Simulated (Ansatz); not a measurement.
# Rb2YLuTe4: complex band structure

Wanted: the relaxed cell of Rb2YLuTe4, its band edges and its decay constants. It is built by putting Lu for part of the Y in the RbYTe2 structure of space group P6_3/mmc, with the volume rescaled by atomic radii. The parent structure comes from the Materials Project.

Calculated with Ansatz 0.2.0; PBEsol DFT, plane waves, PAW files, in the first sound run; inputs show where later runs differ.

This is a report of a sequence of runs, with most program output left out.

The structure was built from a prototype and need not be the compound's stable phase.

## 1. The starting structure

Symmetry: P-3m1, No. 164, trigonal system. The conventional cell has a = 4.509 Å, b = 4.509 Å, c = 17.008 Å, α = 90.00°, β = 90.00°, γ = 120.00°. Nearest to Rb lie 6 Te at 3.64 Å. Y has 6 Te at 3.11 Å nearest. Nearest to Lu lie 6 Te at 3.11 Å. Nearest to Te lie 3 Lu at 3.11 Å and 3 Rb at 3.64 Å. Nearest to Te lie 3 Y at 3.11 Å and 3 Rb at 3.64 Å. It derives from RbYTe2. Lu for part of the Y in the RbYTe2 structure of space group P6_3/mmc. Farther neighbours and most contacts between anions are not listed.

## 2. Relaxing the new crystal

The substituted atoms don't fit the parent's cell, so cell and atoms relax together. A small smearing keeps the run stable in case the gap closes on the way.

input.yaml

```yaml
crystal:
  lattice:
    - [4.5092923364, 0.0, 0.0]
    - [-2.2546461682, 3.9051617164, 0.0]
    - [0.0, 0.0, 17.0082246367]
  atoms:
    - { symbol: Rb, position: [0.3333333333, 0.6666666667, 0.25] }
    - { symbol: Rb, position: [0.6666666667, 0.3333333333, 0.75] }
    - { symbol: "Y", position: [0.0, 0.0, 0.0] }
    - { symbol: Lu, position: [0.0, 0.0, 0.5] }
    - { symbol: Te, position: [0.3333333333, 0.6666666667, 0.60014039] }
    - { symbol: Te, position: [0.6666666667, 0.3333333333, 0.10014039] }
    - { symbol: Te, position: [0.6666666667, 0.3333333333, 0.39985961] }
    - { symbol: Te, position: [0.3333333333, 0.6666666667, 0.89985961] }
kpoints:
  mp_grid: { grid: [6, 6, 2] }
scf:
  occupations: { method: gaussian, width: 0.03 }
hamiltonian:
  xc: pbesol
output:
  forces: true
  stress: true
relax:
  f_tol: 0.02
  max_steps: 60
  cell: {}
```

Run with:

```console
> ansatz run input.yaml --threads 2 --pin off --max-ram 4096MiB --backend cpu --events-out ev --progress --plain --runs-dir out
```

Run time: 18 s. Hardware: 2 threads of AMD EPYC 9R45, shared host; peak memory 0.85 GiB; 36 s of CPU time.

Step by step:

| step | energy less that of the first step (eV) | largest force component (eV/Å) | pressure (GPa) | volume (Å³) |
| --- | --- | --- | --- | --- |
| 1 | 0.0000 | 0.4203 | -1.96 | 299.51 |
| 2 | -0.0538 | 0.6336 | 0.85 | 281.61 |
| 3 | -0.1234 | 0.0645 | -0.01 | 282.02 |
| 4 | -0.1246 | 0.0072 | 0.00 | 282.74 |
| 5* | -0.1229 | 0.0072 | 0.00 | 282.74 |

Relaxation steps marked * repeat the geometry before them on a plane-wave basis chosen anew for their cell, so energy and pressure can jump there.

The run keeps the 12 symmetry operations that it works with, so distortions that break them were not tested.

| conventional cell, symmetrised | before | after | change |
| --- | --- | --- | --- |
| a (Å) | 4.509 | 4.408 | -2.3 % |
| b (Å) | 4.509 | 4.408 | -2.3 % |
| c (Å) | 17.008 | 16.804 | -1.2 % |
| volume (Å³/atom) | 37.44 | 35.34 | -5.6 % |

The atoms that moved most (Å, as changes of fractional coordinates times the final cell):

| atom | dx | dy | dz | length |
| --- | --- | --- | --- | --- |
| Te5 | 0.000 | 0.000 | -0.036 | 0.036 |
| Te7 | 0.000 | 0.000 | 0.036 | 0.036 |
| Rb1 | 0.000 | 0.000 | 0.026 | 0.026 |
| Rb2 | 0.000 | 0.000 | -0.026 | 0.026 |
| Te8 | 0.000 | 0.000 | -0.026 | 0.026 |
| Te6 | 0.000 | 0.000 | 0.026 | 0.026 |

Final coordinates:

```cif
data_structure
_symmetry_space_group_name_H-M 'P 1'
_symmetry_Int_Tables_number 1
_cell_length_a 4.4078
_cell_length_b 4.4078
_cell_length_c 16.8038
_cell_angle_alpha 90.000
_cell_angle_beta 90.000
_cell_angle_gamma 120.000
_cell_volume 282.74
loop_
_atom_site_label
_atom_site_type_symbol
_atom_site_fract_x
_atom_site_fract_y
_atom_site_fract_z
_atom_site_occupancy
Rb1 Rb 0.33333 0.66667 0.25153 1
Rb2 Rb 0.66667 0.33333 0.74847 1
Y3 Y 0.00000 0.00000 0.00000 1
Lu4 Lu 0.00000 0.00000 0.50000 1
Te5 Te 0.33333 0.66667 0.59799 1
Te6 Te 0.66667 0.33333 0.10166 1
Te7 Te 0.66667 0.33333 0.40201 1
Te8 Te 0.33333 0.66667 0.89834 1
```

Numbers from this step:

- free energy: -52457.3652 eV
- Fermi energy: 8.059 eV
- pressure: 0.002549 GPa

The largest force component on a free atom ends at 0.0072 eV/Å.

## 3. Band edges

The energy window and the wavevectors of the next steps follow from the band edges, so these are searched first, off the mesh as well.

input.yaml

```yaml
crystal:
  lattice:
    - [4.4078324408, 0.0, 0.0]
    - [-2.2039162204, 3.8172948694, 0.0]
    - [0.0, 0.0, 16.8038386815]
  atoms:
    - { symbol: Rb, position: [0.3333333333, 0.6666666667, 0.2515269924] }
    - { symbol: Rb, position: [0.6666666667, 0.3333333333, 0.7484730076] }
    - { symbol: "Y", position: [0.0, 0.0, 0.0] }
    - { symbol: Lu, position: [0.0, 0.0, 0.5] }
    - { symbol: Te, position: [0.3333333333, 0.6666666667, 0.5979865145] }
    - { symbol: Te, position: [0.6666666667, 0.3333333333, 0.1016626418] }
    - { symbol: Te, position: [0.6666666667, 0.3333333333, 0.4020134855] }
    - { symbol: Te, position: [0.3333333333, 0.6666666667, 0.8983373582] }
kpoints:
  mp_grid: { grid: [6, 6, 2] }
  band_path: { path: [VBM, CBM], npoints: 30 }
scf:
  occupations: { method: fixed }
hamiltonian:
  xc: pbesol
output:
  eigenvalues: true
  write_potential: true
  write_density: true
  volumetric_format: npy
```

Elapsed: 22 s, on 2 threads; peak memory 0.77 GiB.

Numbers from this step:

* Fermi energy: 7.465 eV
* gap on the k-mesh: 1.188 eV
* gap on path: 1.188 eV, by band count; negative where bands overlap
* direct gap on path: 2.014 eV
* edge places on path: 0, 0.8230 1/A along the path

Electronic bands along the path, in eV, zero at the Fermi level (highest filled level under fixed occupations); v1 is the highest filled band, c1 the lowest empty one:

| point | v4 | v3 | v2 | v1 | c1 | c2 | c3 | c4 |
| --- | --- | --- | --- | --- | --- | --- | --- | --- |
| VBM | -0.04 | -0.04 | 0.00 | 0.00 | 2.01 | 2.15 | 2.15 | 2.42 |
| halfway | -0.90 | -0.70 | -0.64 | -0.49 | 1.58 | 1.88 | 2.74 | 2.91 |
| CBM | -1.44 | -1.11 | -1.11 | -0.95 | 1.19 | 1.57 | 2.92 | 3.34 |

The searched edges give 1.19 eV, as on the mesh.

## 4. Complex bands

This step: PBEsol DFT, plane waves, PAW files; complex bands by layer matching along the plane's normal (Ansatz 0.2.0).

The same crystal is laid in a cell whose first two vectors span the (001) plane (indices of the standard conventional cell, whose axes can be ordered otherwise than in the bulk input). At fixed energy and wavevector in the plane the solver finds all kz, real and complex. A few wavevectors are listed, (0, 0), (-0.5, 0) and (0.5, 0) (two of them one point) in units of the plane's reciprocal vectors; the slowest state needn't be among them.

input.yaml

```yaml
crystal:
  lattice:
    - [4.407832441, 0.0, 0.0]
    - [2.20391622, 3.817294869, 0.0]
    - [0.0, 0.0, 16.803838682]
  atoms:
    - { symbol: Rb, position: [0.6666666667, 0.6666666667, 0.2515269924] }
    - { symbol: Rb, position: [0.3333333333, 0.3333333333, 0.7484730076] }
    - { symbol: "Y", position: [0.0, 0.0, 0.0] }
    - { symbol: Lu, position: [0.0, 0.0, 0.5] }
    - { symbol: Te, position: [0.6666666667, 0.6666666667, 0.5979865145] }
    - { symbol: Te, position: [0.3333333333, 0.3333333333, 0.1016626418] }
    - { symbol: Te, position: [0.3333333333, 0.3333333333, 0.4020134855] }
    - { symbol: Te, position: [0.6666666667, 0.6666666667, 0.8983373582] }
kpoints:
  mp_grid: { grid: [6, 6, 2] }
scf:
  occupations: { method: fixed }
hamiltonian:
  xc: pbesol
output:
  eigenvalues: true
  transmission:
    leads: [[0, 0]]
    kpoints: [[0.0, 0.0], [-0.5, 0.0], [0.5, 0.0]]
    e_range: [-1.0, 2.19]
    de: 0.05
```

Wall time 33 s (2 threads); peak memory 0.82 GiB; 47 s of CPU time.

Numbers from this step:

```
level to which the leads are filled                       : 0.5939 eV from the Fermi level
decay constant at the filling level, zone centre          : 0.1582 Å⁻¹
decay constant at the filling level, slowest listed point : 0.1582 Å⁻¹
```

K parallel (0, 0); values up to 1.072 1/Å, a degenerate pair printed once or twice; energies at which all values exceed this have no row. Im kz of the slowest decaying states against energy, zero at the highest filled level on the SCF mesh:

| energy (eV) | decay 1 (Å⁻¹) | decay 2 (Å⁻¹) | decay 3 (Å⁻¹) | decay 4 (Å⁻¹) |
| --- | --- | --- | --- | --- |
| -1.00 | 0.638 | 0.732 | 0.950 | 0.974 |
| -0.85 | 0.624 | 0.727 | 0.933 | 0.963 |
| -0.75 | 0.607 | 0.726 | 0.921 | 0.955 |
| -0.60 | 0.572 | 0.725 | 0.902 | 0.944 |
| -0.50 | 0.543 | 0.723 | 0.890 | 0.936 |
| -0.35 | 0.0347 | 0.487 | 0.720 | 0.871 |
| -0.25 | 0.0739 | 0.436 | 0.717 | 0.857 |
| -0.10 | 0.105 | 0.294 | 0.712 | 0.837 |
| 0.00 | 0.0132 | 0.119 | 0.707 | 0.823 |
| 0.15 | 0.134 | 0.363 | 0.699 | 0.801 |
| 0.25 | 0.142 | 0.409 | 0.693 | 0.786 |
| 0.40 | 0.151 | 0.446 | 0.683 | 0.763 |
| 0.50 | 0.155 | 0.461 | 0.676 | 0.747 |
| 0.65 | 0.159 | 0.475 | 0.664 | 0.722 |
| 0.75 | 0.161 | 0.480 | 0.655 | 0.705 |
| 0.90 | 0.161 | 0.483 | 0.641 | 0.677 |
| 1.00 | 0.160 | 0.482 | 0.630 | 0.658 |
| 1.15 | 0.156 | 0.479 | 0.614 | 0.627 |
| 1.25 | 0.152 | 0.475 | 0.601 | 0.605 |
| 1.40 | 0.144 | 0.466 | 0.571 | 0.581 |
| 1.50 | 0.137 | 0.457 | 0.546 | 0.567 |
| 1.65 | 0.122 | 0.442 | 0.505 | 0.542 |
| 1.75 | 0.109 | 0.428 | 0.475 | 0.524 |
| 1.90 | 0.0769 | 0.400 | 0.425 | 0.492 |
| 2.00 | 0.029 | 0.370 | 0.386 | 0.466 |
| 2.15 | 0.317 | 0.419 | 0.731 | - |

K parallel (-0.5, 0); values up to 1.072 1/Å, a degenerate pair printed once or twice; energies at which all values exceed this have no row. Im kz of the slowest decaying states against energy, zero at the highest filled level on the SCF mesh:

| energy (eV) | decay 1 (Å⁻¹) | decay 2 (Å⁻¹) | decay 3 (Å⁻¹) | decay 4 (Å⁻¹) |
| --- | --- | --- | --- | --- |
| -1.00 | 0.113 | 0.114 | 0.569 | - |
| -0.85 | 0.162 | 0.256 | 0.576 | - |
| -0.70 | 0.192 | 0.350 | 0.580 | - |
| -0.55 | 0.212 | 0.406 | 0.582 | - |
| -0.35 | 0.231 | 0.457 | 0.583 | - |
| -0.20 | 0.239 | 0.484 | 0.583 | - |
| -0.05 | 0.245 | 0.506 | 0.581 | - |
| 0.00 | 0.246 | 0.512 | 0.560 | 0.600 |
| 0.10 | 0.247 | 0.522 | 0.542 | 0.615 |
| 0.25 | 0.245 | 0.521 | 0.536 | 0.630 |
| 0.40 | 0.241 | 0.501 | 0.546 | 0.642 |
| 0.60 | 0.228 | 0.475 | 0.556 | 0.658 |
| 0.75 | 0.211 | 0.456 | 0.561 | 0.670 |
| 0.90 | 0.184 | 0.436 | 0.564 | 0.683 |
| 1.05 | 0.139 | 0.417 | 0.565 | 0.698 |
| 1.20 | 0.397 | 0.565 | 0.718 | 0.976 |
| 1.35 | 0.0494 | 0.379 | 0.564 | 0.748 |
| 1.50 | 0.360 | 0.561 | 0.825 | - |
| 1.70 | 0.142 | 0.336 | 0.555 | 0.809 |
| 1.85 | 0.192 | 0.317 | 0.548 | 0.796 |
| 2.00 | 0.222 | 0.297 | 0.541 | 0.782 |
| 2.15 | 0.249 | 0.268 | 0.532 | 0.768 |

K parallel (0.5, 0); values up to 1.072 1/Å, a degenerate pair printed once or twice; energies at which all values exceed this have no row. The Im kz of the slowest decaying states by energy, zero at the highest filled level on the SCF mesh:

| energy (eV) | decay 1 (Å⁻¹) | decay 2 (Å⁻¹) | decay 3 (Å⁻¹) | decay 4 (Å⁻¹) |
| --- | --- | --- | --- | --- |
| -1.00 | 0.113 | 0.114 | 0.569 | - |
| -0.85 | 0.162 | 0.256 | 0.576 | - |
| -0.70 | 0.192 | 0.350 | 0.580 | - |
| -0.55 | 0.212 | 0.406 | 0.582 | - |
| -0.35 | 0.231 | 0.457 | 0.583 | - |
| -0.20 | 0.239 | 0.484 | 0.583 | - |
| -0.05 | 0.245 | 0.506 | 0.581 | - |
| 0.00 | 0.246 | 0.512 | 0.560 | 0.600 |
| 0.10 | 0.247 | 0.522 | 0.542 | 0.615 |
| 0.25 | 0.245 | 0.521 | 0.536 | 0.630 |
| 0.40 | 0.241 | 0.501 | 0.546 | 0.642 |
| 0.60 | 0.228 | 0.475 | 0.556 | 0.658 |
| 0.75 | 0.211 | 0.456 | 0.561 | 0.670 |
| 0.90 | 0.184 | 0.436 | 0.564 | 0.683 |
| 1.05 | 0.139 | 0.417 | 0.565 | 0.698 |
| 1.20 | 0.397 | 0.565 | 0.718 | 0.976 |
| 1.35 | 0.0494 | 0.379 | 0.564 | 0.748 |
| 1.50 | 0.360 | 0.561 | 0.825 | - |
| 1.70 | 0.142 | 0.336 | 0.555 | 0.809 |
| 1.85 | 0.192 | 0.317 | 0.548 | 0.796 |
| 2.00 | 0.222 | 0.297 | 0.541 | 0.782 |
| 2.15 | 0.249 | 0.268 | 0.532 | 0.768 |

At the listed wavevectors the last open channel is at -0.40 eV and the next at +1.20 eV on the grid, wider than the gap, since narrow bands can fall between grid energies. At +0.60 eV, the grid energy nearest the filling level (the middle of the gap on the SCF mesh), the slowest state at the listed wavevectors decays with κ = 0.158 Å⁻¹, its amplitude falling by e over 6.3 Å. Through 1 nm of this crystal that state's transmission falls by exp(−2 × 0.158 Å⁻¹ × 10 Å) = 0.042.

## 5. Decay over the two-dimensional zone

The listed points could miss the slowest state, so one energy near mid-gap is solved on a mesh of 12×12.

input.yaml, as its differences from that of step 4:

```diff
@@ -22,6 +22,2 @@
   eigenvalues: true
-  transmission:
-    leads: [[0, 0]]
-    kpoints: [[0.0, 0.0], [-0.5, 0.0], [0.5, 0.0]]
-    e_range: [-1.0, 2.19]
-    de: 0.05
+  transmission: { leads: [[0, 0]], kmesh: [12, 12], e_range: [0.59, 0.6], de: 0.05 }
```

Run time: 13 s. Hardware: 2 threads; peak memory 1 GiB.

This step gave:

```
least decay constant on the mesh : 0.1579 Å⁻¹
```

Slowest decay constant (1/Å; 0 where a channel is open) over k1 and k2. At 0.5900 eV from the Fermi level.

Ten even steps from '_' (0.158) to '@' (0.448):
```
--++####++--::--****--::
++##@@##++----==++==----
%%####%%**==--------==**
++++++**++--......--++**
------==--..____..--==--
::::----..______..----::
----==--..____..--==----
++**++--......--++**++++
%%**==--------==**%%####
++----==++==----++##@@##
--::--****--::--++####++
::--++%%++--::--++%%++--
```
Columns: k1 (b1) from -0.5 to 0.417; rows upwards: k2 (b2) from -0.5 to 0.417.

The least value on the mesh is 0.158 Å⁻¹ at +0.59 eV. At that energy the listed points give about 0.158 Å⁻¹ by interpolation, so the mesh holds no clearly slower state.

## 6. Band edges at another level

This step: LDA DFT, plane waves, PAW files (Ansatz 0.2.0).

The edges again with LDA, at the same atoms.

input.yaml

```yaml
crystal:
  lattice:
    - [4.4078324408, 0.0, 0.0]
    - [-2.2039162204, 3.8172948694, 0.0]
    - [0.0, 0.0, 16.8038386815]
  atoms:
    - { symbol: Rb, position: [0.3333333333, 0.6666666667, 0.2515269924] }
    - { symbol: Rb, position: [0.6666666667, 0.3333333333, 0.7484730076] }
    - { symbol: "Y", position: [0.0, 0.0, 0.0] }
    - { symbol: Lu, position: [0.0, 0.0, 0.5] }
    - { symbol: Te, position: [0.3333333333, 0.6666666667, 0.5979865145] }
    - { symbol: Te, position: [0.6666666667, 0.3333333333, 0.1016626418] }
    - { symbol: Te, position: [0.6666666667, 0.3333333333, 0.4020134855] }
    - { symbol: Te, position: [0.3333333333, 0.6666666667, 0.8983373582] }
kpoints:
  mp_grid: { grid: [6, 6, 2] }
  band_path: { path: [VBM, CBM], npoints: 30 }
scf:
  occupations: { method: fixed }
hamiltonian:
  xc: lda
output:
  eigenvalues: true
```

It took 21 s on 2 threads; peak memory 0.8 GiB; 42 s of CPU time.

This step gave:

```yaml
free_energy: -51899.8071 eV
fermi_energy: 7.299 eV
gap_on_the_k_mesh: 1.148 eV
gap_on_path: 1.148 eV, by band count; negative where bands overlap
direct_gap_on_path: 1.917 eV
```

Electronic bands along the path, in eV, zero at the Fermi level (highest filled level under fixed occupations); v1 is the highest filled band, c1 the lowest empty one:

| point | v4 | v3 | v2 | v1 | c1 | c2 | c3 | c4 |
| --- | --- | --- | --- | --- | --- | --- | --- | --- |
| VBM | -0.04 | -0.04 | 0.00 | 0.00 | 1.92 | 2.10 | 2.10 | 2.33 |
| halfway | -0.90 | -0.70 | -0.64 | -0.49 | 1.54 | 1.83 | 2.65 | 2.85 |
| CBM | -1.45 | -1.10 | -1.10 | -0.95 | 1.15 | 1.53 | 2.82 | 3.27 |

The searched edges give 1.15 eV, as on the mesh.

Between step 3 and this run (LDA) the value for the gap on the k-mesh moves from 1.19 eV to 1.15 eV.

(Part 1 of 2 ends here.)

[Logs are printed without paths, hosts, clocks, repeated set-up lines and the standing remarks that a program may print on its own settings, such as how far it seeks lower states.]

[Hosts, paths, dates, database ids (printed as entryN), source tags and the programs' standing remarks are cut or masked in the printed files.]
